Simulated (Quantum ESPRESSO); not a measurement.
# MnSi: magnetism against volume

Aim: follow moments and order energies of MnSi with volume.

Program: Quantum ESPRESSO 7.5. Level of theory: PBE; plane waves with GBRV 1.5 PBE potentials, no spin-orbit coupling. Results are calculated unless marked as measured.

### 1. Set-up

It takes space group P2_13 (No. 198, cubic). Conventional cell: a = 4.558 Å, b = 4.558 Å, c = 4.558 Å, α = 90.00°, β = 90.00°, γ = 90.00°. Mn has 7 Si at 2.31 to 2.55 Å nearest. Nearest to Si lie 7 Mn at 2.31 to 2.55 Å. Farther neighbours are not listed.

The lattice constants were typed from memory of published values and not checked against a source.

### 2. Volume 0.91, ferro ++++

All lengths scale alike; the factor is that of the volume. Atoms keep their fractional places. Seeded atoms are those given a starting moment.

Input file pw.in:

```
&CONTROL
  calculation = 'scf'
  prefix = 'pwscf'
  outdir = './tmp'
  pseudo_dir = './pseudo'
  disk_io = 'nowf'
  tprnfor = .true.
  tstress = .true.
/
&SYSTEM
  ibrav = 0
  celldm(1) = 8
  nat = 8
  ntyp = 2
  ecutwfc = 40
  ecutrho = 280
  nbnd = 57
  occupations = 'smearing'
  smearing = 'fd'
  degauss = 0.00367493
  nspin = 2
  starting_magnetization(1) = 0.2333
  starting_magnetization(2) = 0
/
&ELECTRONS
  conv_thr = 1.6d-08
  electron_maxstep = 150
  mixing_beta = 0.3
/
ATOMIC_SPECIES
Mn     54.9380 mn_pbe_v1.5.uspp.F.UPF
Si     28.0850 si_pbe_v1.uspp.F.UPF
CELL_PARAMETERS alat
   1.0433507478272    0.0000000000000    0.0000000000000
   0.0000000000000    1.0433507478272    0.0000000000000
   0.0000000000000    0.0000000000000    1.0433507478272
ATOMIC_POSITIONS crystal
Mn      0.1370000000    0.1370000000    0.1370000000
Mn      0.6370000000    0.3630000000    0.8630000000
Mn      0.8630000000    0.6370000000    0.3630000000
Mn      0.3630000000    0.8630000000    0.6370000000
Si      0.8450000000    0.8450000000    0.8450000000
Si      0.3450000000    0.6550000000    0.1550000000
Si      0.1550000000    0.3450000000    0.6550000000
Si      0.6550000000    0.1550000000    0.3450000000
K_POINTS automatic
6 6 6 0 0 0
```

Run with:

```sh
OMP_NUM_THREADS=1 mpirun -n 4 pw.x -nk 4 -in pw.in > pw.out
```

The program printed:

```text
Program PWSCF v.7.5 starts

     Message from routine setup:
     using ibrav=0 with symmetry is DISCOURAGED, use correct ibrav instead

     K-points division:     npool     =       4
     Subspace diagonalization in iterative solution of the eigenvalue problem:

     bravais-lattice index     =            0
     lattice parameter (alat)  =       8.0000  a.u.
     unit-cell volume          =     581.5150 (a.u.)^3
     number of atoms/cell      =            8
     number of atomic types    =            2
     number of electrons       =        76.00
     number of Kohn-Sham states=           57
     kinetic-energy cutoff     =      40.0000  Ry
     charge density cutoff     =     280.0000  Ry
     scf convergence threshold =      1.6E-08
     mixing beta               =       0.3000
     number of iterations used =            8  plain     mixing
     Exchange-correlation= SLA  PW   PBE  PBE
                           (   1   4   3   4   0   0   0)

     celldm(1)=   8.000000  celldm(2)=   0.000000  celldm(3)=   0.000000
     celldm(4)=   0.000000  celldm(5)=   0.000000  celldm(6)=   0.000000

     crystal axes: (cart. coord. in units of alat)
               a(1) = (   1.043351   0.000000   0.000000 )
               a(2) = (   0.000000   1.043351   0.000000 )
               a(3) = (   0.000000   0.000000   1.043351 )

     reciprocal axes: (cart. coord. in units 2 pi/alat)
               b(1) = (  0.958450  0.000000  0.000000 )
               b(2) = (  0.000000  0.958450  0.000000 )
               b(3) = (  0.000000  0.000000  0.958450 )

     PseudoPot. # 1 for Mn read from file:
     mn_pbe_v1.5.uspp.F.UPF
     Pseudo is Ultrasoft + core correction, Zval = 15.0

     PseudoPot. # 2 for Si read from file:
     si_pbe_v1.uspp.F.UPF
     Pseudo is Ultrasoft + core correction, Zval =  4.0

     atomic species   valence    mass     pseudopotential
     Mn               15.00    54.93800     Mn( 1.00)
     Si                4.00    28.08500     Si( 1.00)

     Starting magnetic structure
     atomic species   magnetization
     Mn              0.233
     Si              0.000

     12 Sym. Ops. (no inversion) found ( 9 have fractional translation)

   Cartesian axes

     site n.     atom                  positions (alat units)
         1        Mn     tau(   1) = (   0.1429391   0.1429391   0.1429391  )
         2        Mn     tau(   2) = (   0.6646144   0.3787363   0.9004117  )
         3        Mn     tau(   3) = (   0.9004117   0.6646144   0.3787363  )
         4        Mn     tau(   4) = (   0.3787363   0.9004117   0.6646144  )
         5        Si     tau(   5) = (   0.8816314   0.8816314   0.8816314  )
         6        Si     tau(   6) = (   0.3599560   0.6833947   0.1617194  )
         7        Si     tau(   7) = (   0.1617194   0.3599560   0.6833947  )
         8        Si     tau(   8) = (   0.6833947   0.1617194   0.3599560  )

     number of k points=    24  Fermi-Dirac smearing, width (Ry)=  0.0037
                       cart. coord. in units 2pi/alat
        k(    1) = (   0.0000000   0.0000000   0.0000000), wk =   0.0046296
        k(    2) = (   0.0000000   0.0000000   0.1597417), wk =   0.0277778
        k(    3) = (   0.0000000   0.0000000   0.3194835), wk =   0.0277778
        k(    4) = (   0.0000000   0.0000000  -0.4792252), wk =   0.0138889
        k(    5) = (   0.0000000   0.1597417   0.1597417), wk =   0.0555556
        [... 19 further k-points ...]

     Dense  grid:    46297 G-vectors     FFT dimensions: (  48,  48,  48)

     Smooth grid:    19933 G-vectors     FFT dimensions: (  36,  36,  36)

     Check: negative core charge=   -0.000041
     Generating pointlists ...
     new r_m :   0.2177 (alat units)  1.7414 (a.u.) for type    1
     new r_m :   0.2177 (alat units)  1.7414 (a.u.) for type    2

     Initial potential from superposition of free atoms

     starting charge      73.9970, renormalised to      76.0000
     Starting wfcs are   68 randomized atomic wfcs

     Self-consistent Calculation

     iteration #  1     ecut=    40.00 Ry     beta= 0.30
     Davidson diagonalization with overlap
     ethr =  1.00E-02,  avg # of iterations =  4.8

     total energy              =    -881.47473522 Ry
     estimated scf accuracy    <       7.08927070 Ry

     total magnetization       =     5.62 Bohr mag/cell
     absolute magnetization    =     6.86 Bohr mag/cell

     iteration #  2     ecut=    40.00 Ry     beta= 0.30
     Davidson diagonalization with overlap
     ethr =  9.33E-03,  avg # of iterations =  2.2

     total energy              =    -883.02273883 Ry
     estimated scf accuracy    <       2.65196210 Ry

     total magnetization       =     7.69 Bohr mag/cell
     absolute magnetization    =     8.84 Bohr mag/cell

     [... further iterations left out ...]

     iteration # 17     ecut=    40.00 Ry     beta= 0.30
     Davidson diagonalization with overlap
     ethr =  2.00E-09,  avg # of iterations =  2.0

     total energy              =    -883.46981065 Ry
     estimated scf accuracy    <       0.00000012 Ry

     total magnetization       =     3.34 Bohr mag/cell
     absolute magnetization    =     3.82 Bohr mag/cell

     iteration # 18     ecut=    40.00 Ry     beta= 0.30
     Davidson diagonalization with overlap
     ethr =  1.58E-10,  avg # of iterations =  2.5

     Magnetic moment per site  (integrated on atomic sphere of radius R)
     atom   1 (R=0.218)  charge= 12.9025  magn=  0.8348
     atom   2 (R=0.218)  charge= 12.9025  magn=  0.8348
     atom   3 (R=0.218)  charge= 12.9025  magn=  0.8348
     atom   4 (R=0.218)  charge= 12.9025  magn=  0.8348
     atom   5 (R=0.218)  charge=  1.6818  magn= -0.0296
     atom   6 (R=0.218)  charge=  1.6818  magn= -0.0296
     atom   7 (R=0.218)  charge=  1.6818  magn= -0.0296
     atom   8 (R=0.218)  charge=  1.6818  magn= -0.0296

     End of self-consistent calculation

     [... lines left out ...]
     the Fermi energy is    17.2206 ev

!    total energy              =    -883.46981076 Ry
     estimated scf accuracy    <       0.00000001 Ry
     smearing contrib. (-TS)   =      -0.00357499 Ry
     internal energy E=F+TS    =    -883.46623577 Ry

     The total energy is F=E-TS. E is the sum of the following terms:
     one-electron contribution =    -435.36749198 Ry
     hartree contribution      =     263.61444902 Ry
     xc contribution           =    -124.69915686 Ry
     ewald contribution        =    -587.01403595 Ry

     total magnetization       =     3.34 Bohr mag/cell
     absolute magnetization    =     3.83 Bohr mag/cell

     convergence has been achieved in  18 iterations

     Forces acting on atoms (cartesian axes, Ry/au):

     atom    1 type  1   force =     0.00428567    0.00428567    0.00428567
     atom    2 type  1   force =     0.00428567   -0.00428567   -0.00428567
     atom    3 type  1   force =    -0.00428567    0.00428567   -0.00428567
     atom    4 type  1   force =    -0.00428567   -0.00428567    0.00428567
     atom    5 type  2   force =     0.00277244    0.00277244    0.00277244
     atom    6 type  2   force =     0.00277244   -0.00277244   -0.00277244
     atom    7 type  2   force =    -0.00277244    0.00277244   -0.00277244
     atom    8 type  2   force =    -0.00277244   -0.00277244    0.00277244

     Total force =     0.017682     Total SCF correction =     0.000047

     Computing stress (Cartesian axis) and pressure

          total   stress  (Ry/bohr**3)                   (kbar)     P=      160.48
   0.00109091   0.00000000   0.00000000          160.48        0.00        0.00
   0.00000000   0.00109091   0.00000000            0.00      160.48        0.00
   0.00000000   0.00000000   0.00109091            0.00        0.00      160.48

=------------------------------------------------------------------------------=
   JOB DONE.
=------------------------------------------------------------------------------=
```

The job ended after 1.9 min (4 MPI ranks of Arm Neoverse N1, shared host; peak memory 0.55 GiB).

Spin moment in the atom's sphere by atom:

```csv
atom,spin moment in the atom's sphere (μB)
Mn1,0.835
Mn2,0.835
Mn3,0.835
Mn4,0.835
Si5,-0.030
Si6,-0.030
Si7,-0.030
Si8,-0.030
```

This step gave:

| Property | Result |
| --- | --- |
| smearing term TS | 0.04864 eV |
| pressure | 16.05 GPa |
| magnetization | 3.343 μB |
| absolute magnetization | 3.827 μB |
| final state | ferromagnetic |

### 3. Volume 0.91, no spin polarisation

pw.in, as its differences from that of step 2:

```diff
@@ -16,3 +16,3 @@
   ecutrho = 280
-  nbnd = 57
+  nbnd = 50
   occupations = 'smearing'
@@ -20,5 +20,2 @@
   degauss = 0.00367493
-  nspin = 2
-  starting_magnetization(1) = 0.2333
-  starting_magnetization(2) = 0
 /
```

The program printed:

```text
     [... lines left out ...]
Program PWSCF v.7.5 starts
     [... lines left out ...]
     number of atoms/cell      =            8
     [... lines left out ...]
     number of electrons       =        76.00
     number of Kohn-Sham states=           50
     kinetic-energy cutoff     =      40.0000  Ry
     charge density cutoff     =     280.0000  Ry
     scf convergence threshold =      1.6E-08
     [... lines left out ...]
     12 Sym. Ops. (no inversion) found ( 9 have fractional translation)
     [... lines left out ...]
     number of k points=    24  Fermi-Dirac smearing, width (Ry)=  0.0037
     [... lines left out ...]
     iteration # 11     ecut=    40.00 Ry     beta= 0.30
     [... lines left out ...]
     the Fermi energy is    17.1826 ev
!    total energy              =    -883.46108970 Ry
     estimated scf accuracy    <          6.2E-09 Ry
     smearing contrib. (-TS)   =      -0.00554915 Ry
     [... lines left out ...]
     convergence has been achieved in  11 iterations
     [... lines left out ...]
     Total force =     0.021318     Total SCF correction =     0.000015
     [... lines left out ...]
          total   stress  (Ry/bohr**3)                   (kbar)     P=      139.00
     [... lines left out ...]
```

Elapsed: 40 s, on 4 MPI ranks; peak memory 0.46 GiB; 2.6 min of CPU time.

This step gave:

| Quantity | Value |
| --- | --- |
| smearing term TS | 0.07550 eV |
| pressure | 13.9 GPa |
| final state | non-magnetic (no spin polarisation) |

### 4. Volume 1.09, ferro ++++

pw.in, as its differences from that of step 3:

```diff
@@ -16,3 +16,3 @@
   ecutrho = 280
-  nbnd = 50
+  nbnd = 57
   occupations = 'smearing'
@@ -20,2 +20,5 @@
   degauss = 0.00367493
+  nspin = 2
+  starting_magnetization(1) = 0.2333
+  starting_magnetization(2) = 0
 /
@@ -30,5 +33,5 @@
 CELL_PARAMETERS alat
-   1.0433507478272    0.0000000000000    0.0000000000000
-   0.0000000000000    1.0433507478272    0.0000000000000
-   0.0000000000000    0.0000000000000    1.0433507478272
+   1.1080483215220    0.0000000000000    0.0000000000000
+   0.0000000000000    1.1080483215220    0.0000000000000
+   0.0000000000000    0.0000000000000    1.1080483215220
 ATOMIC_POSITIONS crystal
```

The program printed:

```text
     [... lines left out ...]
Program PWSCF v.7.5 starts
     [... lines left out ...]
     number of atoms/cell      =            8
     [... lines left out ...]
     number of electrons       =        76.00
     number of Kohn-Sham states=           57
     kinetic-energy cutoff     =      40.0000  Ry
     charge density cutoff     =     280.0000  Ry
     scf convergence threshold =      1.6E-08
     [... lines left out ...]
     12 Sym. Ops. (no inversion) found ( 9 have fractional translation)
     [... lines left out ...]
     number of k points=    24  Fermi-Dirac smearing, width (Ry)=  0.0037
     [... lines left out ...]
     iteration # 14     ecut=    40.00 Ry     beta= 0.30
     [... lines left out ...]
     Magnetic moment per site  (integrated on atomic sphere of radius R)
     atom   1 (R=0.231)  charge= 13.0725  magn=  1.9446
     atom   2 (R=0.231)  charge= 13.0725  magn=  1.9446
     atom   3 (R=0.231)  charge= 13.0725  magn=  1.9446
     atom   4 (R=0.231)  charge= 13.0725  magn=  1.9446
     atom   5 (R=0.231)  charge=  1.8299  magn= -0.1021
     atom   6 (R=0.231)  charge=  1.8299  magn= -0.1021
     atom   7 (R=0.231)  charge=  1.8299  magn= -0.1021
     atom   8 (R=0.231)  charge=  1.8299  magn= -0.1021
     [... lines left out ...]
     the Fermi energy is    14.0895 ev
!    total energy              =    -883.44450702 Ry
     estimated scf accuracy    <          7.2E-09 Ry
     smearing contrib. (-TS)   =      -0.00323114 Ry
     [... lines left out ...]
     total magnetization       =     7.42 Bohr mag/cell
     absolute magnetization    =     8.91 Bohr mag/cell
     convergence has been achieved in  14 iterations
     [... lines left out ...]
     Total force =     0.007036     Total SCF correction =     0.000028
     [... lines left out ...]
          total   stress  (Ry/bohr**3)                   (kbar)     P=     -127.50
     [... lines left out ...]
```

Run time: 1.8 min. Hardware: 4 MPI ranks; peak memory 0.62 GiB.

Read from the output:

```
smearing term TS       : 0.04396 eV
pressure               : -12.75 GPa
magnetization          : 7.417 μB
absolute magnetization : 8.914 μB
final state            : ferromagnetic
largest moment         : 1.945 μB
```

### 5. Trends

The runs not shown differ from these in the moved quantity alone.

States, by row:

```csv
volume,ferro ++++,no spin polarisation
0.91,ferromagnetic,non-magnetic
0.94,ferromagnetic,non-magnetic
0.97,ferromagnetic,non-magnetic
1,ferromagnetic,non-magnetic
1.03,ferromagnetic,non-magnetic
1.06,ferromagnetic,non-magnetic
1.09,ferromagnetic,non-magnetic
```

The largest site moment, ferro ++++ by volume:

```csv
volume (factor),"largest site moment, ferro ++++ (μB)"
0.9100,0.835
0.9400,0.922
0.9700,0.983
1.0000,1.02
1.0300,1.05
1.0600,1.35
1.0900,1.94
```

Table of energy less that of the parallel start, no spin polarisation by volume:

```csv
volume (factor),"energy less that of the parallel start, no spin polarisation (meV a seeded atom)"
0.9100,29.7
0.9400,40.2
0.9700,51.8
1.0000,63.6
1.0300,75.2
1.0600,87.0
1.0900,120
```

Table of energy over the lowest by volume; values in meV an atom:

```csv
volume (factor),ferro ++++,no spin polarisation
0.9100,35.6,50.4
0.9400,9.28,29.4
0.9700,0,25.9
1.0000,5.42,37.2
1.0300,23.4,61.0
1.0600,51.9,95.4
1.0900,78.6,139
```

### 6. Summary of results

```
moment, parallel start       : 0.835 to 1.94 μB
states met from these starts : ferromagnetic
```

In words: The moment of the parallel start goes from 0.835 μB at 0.91 to 1.94 μB at 1.09. The net moment of the cell goes from 3.34 to 7.42 μB. The radius of the spheres follows the nearest distance, so part of the change of the site moments is the spheres'. Only a parallel start was run beside the spinless one, so opposed or spiral orders, which may lie lower, are not probed.

[Logs and program files are shortened in this print: banners, set-up blocks, solver, clock and traceback lines can be left out without a mark of their own.]

[Logs are printed without paths, hosts, clocks, repeated set-up lines and the standing remarks that a program may print on its own settings, such as how far it seeks lower states.]

[Hosts, paths, dates, database ids (printed as entryN), source tags and the programs' standing remarks are cut or masked in the printed files.]

[Where a cell is said to come from a database of computed structures, the database is the Materials Project.]
